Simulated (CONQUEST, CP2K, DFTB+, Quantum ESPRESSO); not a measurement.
**How far do other methods lie from plane waves? H-capped Ge nanowire along [112] (40 atoms)**

One geometry of H-capped Ge nanowire along [112] (40 atoms) is solved by several programs and methods. How far do their forces lie from a plane-wave PBE run?

Results are calculated, not measured.

**1. The structure**

The cell holds 40 atoms (16 Ge and 24 H), with edges of 16.50, 19.14 and 13.86 Å. Recipe: diamond section of size parameter 3.53 Å cut from diamond-structure Ge (a = 5.658 Å) along [112], 2 periods, broken bonds capped with H, 12 Å of vacuum. Then every atom was moved at random, 0.05 Å r.m.s. a Cartesian component (hydrogen 0.6 of that).

**2. The reference input**

Quantum ESPRESSO 7.5: Kohn-Sham DFT, PBE, SSSP efficiency 1.3.0 pseudopotentials, plane waves. Its input, pw.in:

```
&control
  calculation = 'scf'
  pseudo_dir = './pseudo'
  outdir = './tmp'
  disk_io = 'none'
  tprnfor = .true.
/
&system
  ibrav = 0
  nat = 40
  ntyp = 2
  ecutwfc = 45
  ecutrho = 360
  nosym = .true.
  occupations = 'smearing'
  smearing = 'fd'
  degauss = 0.003675
/
&electrons
  conv_thr = 2.0e-07
  electron_maxstep = 100
  mixing_beta = 0.4
  mixing_mode = 'local-TF'
  diagonalization = 'david'
/
ATOMIC_SPECIES
Ge 72.630 Ge.upf
H 1.008 H.upf
CELL_PARAMETERS angstrom
16.49888 0.00000 0.00000
0.00000 19.14331 0.00000
0.00000 0.00000 13.85921
ATOMIC_POSITIONS crystal
Ge 0.43856 0.39162 0.00254
Ge 0.43462 0.43313 0.16315
Ge 0.43623 0.56730 0.16952
Ge 0.43831 0.60415 0.33158
[... 34 atom lines left out ...]
H 0.56064 0.68527 0.57729
H 0.63697 0.58102 0.63777
K_POINTS gamma
```

```console
$ OMP_NUM_THREADS=1 mpirun -np 4 pw.x -in pw.in > output.txt
```

The job ended after 3.6 min (4 MPI ranks of Arm Neoverse V1, shared host; peak memory 7.3 GiB).

It converged with an r.m.s. force component of 0.88 eV/Å.

Its highest filled and lowest empty levels lie 3.76 eV apart on its k-points.

**3. The other programs**

- CONQUEST 1.3: pseudo-atomic orbitals (double zeta with polarisation, or contracted to multi-site or on-site support functions) with norm-conserving potentials on an integration grid.
- CP2K 2026.2: Gaussian basis with GTH pseudopotentials and a plane-wave density; labels give functional, basis (MOLOPT sets; SR short-range, UZH the newer set with its own potentials), grid cutoff/relative cutoff and solver (OT: orbital transformation; TRS4, TC2, SIGN: linear-scaling purification with its sparsity filter), or its built-in tight binding.
- DFTB+ 25.1: tight binding, with Slater–Koster sets (DFTB) or xTB through its tblite library.

All use the same cell and atoms, and the electronic-structure runs the same k-mesh.

**4. Side by side**

Differences are against the reference: forces as r.m.s. over components, share as that over the reference's r.m.s. force, slope as the fitted ratio of a run's forces to the reference's.

```csv
run,"Δ force, r.m.s. (meV/Å)",share (%),slope,Δ gap (eV),cores,CPU time,memory (GiB)
reference,-,-,-,-,4,14 min,7.3
"CONQUEST LDA, grid 80 Ha",175,19.9,1.100,0.0829,1,51 s,2.2
"CONQUEST PBE, grid 80 Ha",119,13.6,1.089,0.185,1,85 s,2.3
"CONQUEST PBE, grid 80 Ha, multi-site 10 bohr",123,13.9,1.091,0.203,1,98 s,2.3
"CONQUEST PBE, grid 80 Ha, multi-site 6.5 bohr (coarse)",121,13.7,1.087,0.402,1,90 s,2.3
"CONQUEST PBE, grid 80 Ha, on-site functions (coarse)",117,13.3,1.066,2.12,1,88 s,2.3
"CP2K PBE, DZVP-UZH, 450/50 Ry, diagonalisation",29.9,3.40,0.973,0.101,2,5.6 min,6.5
DFTB+ GFN1-xTB,316,35.9,0.776,-0.987,1,0.9 s,0.22
DFTB+ GFN2-xTB,249,28.3,0.827,0.0512,1,0.59 s,0.22
```

Rows marked coarse were listed beforehand as settings not expected to be converged; some can still land near the reference.

Runs without a result: CP2K PBE, SZV-MOLOPT-SR, 450/50 Ry, diagonalisation (cut off at its time limit); CP2K PBE0 with truncated exchange and ADMM, PBE0 potentials, DZVP-UZH, 450/50 Ry, OT DIIS (cut off at its time limit).

CPU time is summed over cores on shared hosts, of unlike kinds, so it is rough.

**5. What came out**

Forces lie from 3.4 % (CP2K PBE, DZVP-UZH, 450/50 Ry, diagonalisation) to 36 % (DFTB+ GFN1-xTB) of the reference's r.m.s. force of 0.88 eV/Å away from it. The PBE runs in local orbitals, coarse settings apart, differ by 3.4 % (CP2K PBE, DZVP-UZH, 450/50 Ry, diagonalisation) to 14 % (CONQUEST PBE, grid 80 Ha, multi-site 10 bohr); basis, grid and potentials can all enter. Tight binding differs by 28 % (DFTB+ GFN2-xTB) to 36 % (DFTB+ GFN1-xTB); it is another model, with fitted parameters of its own, and the xTB methods hold dispersion. Rows with another functional or a dispersion term differ by 20 % (CONQUEST LDA, grid 80 Ha), which mixes the change of model with differences of basis and potentials.

Runs with settings chosen to be coarse differ by 13 % (CONQUEST PBE, grid 80 Ha, on-site functions) to 14 % (CONQUEST PBE, grid 80 Ha, multi-site 6.5 bohr), their programs' other errors included. Gaps at PBE, coarse settings apart, lie +0.10 to +0.20 eV from the reference's, on k-points that hold the band edges only if these fold onto them.

**Limits.** Periodic xTB results under one method name differ between programs and library versions (DFTB+ here holds tblite 0.3). The potentials hold different valence shells: 248 electrons in the reference, 88 in CP2K with DZVP-UZH; this bears on time and differences. The electronic-structure runs sample only Γ, in a cell whose periodic width is 14 Å. The reference's 45/360 Ry lie under the cutoffs that SSSP recommends for H (60/480 Ry). Spin–orbit coupling is left out. Where levels are smeared, the DFT runs use Fermi–Dirac occupations at 580 K (0.05 eV), and energies are free energies. The atoms were displaced at random, and shares hang on the size of the forces that this gives. The reference's cutoffs and mesh weren't converged further here.

[Logs are printed without paths, hosts, clocks, repeated set-up lines and the standing remarks that a program may print on its own settings, such as how far it seeks lower states.]

[Hosts, paths, dates, database ids (printed as entryN), source tags and the programs' standing remarks are cut or masked in the printed files.]

[Cells were taken only where this reference lay near another plane-wave run.]
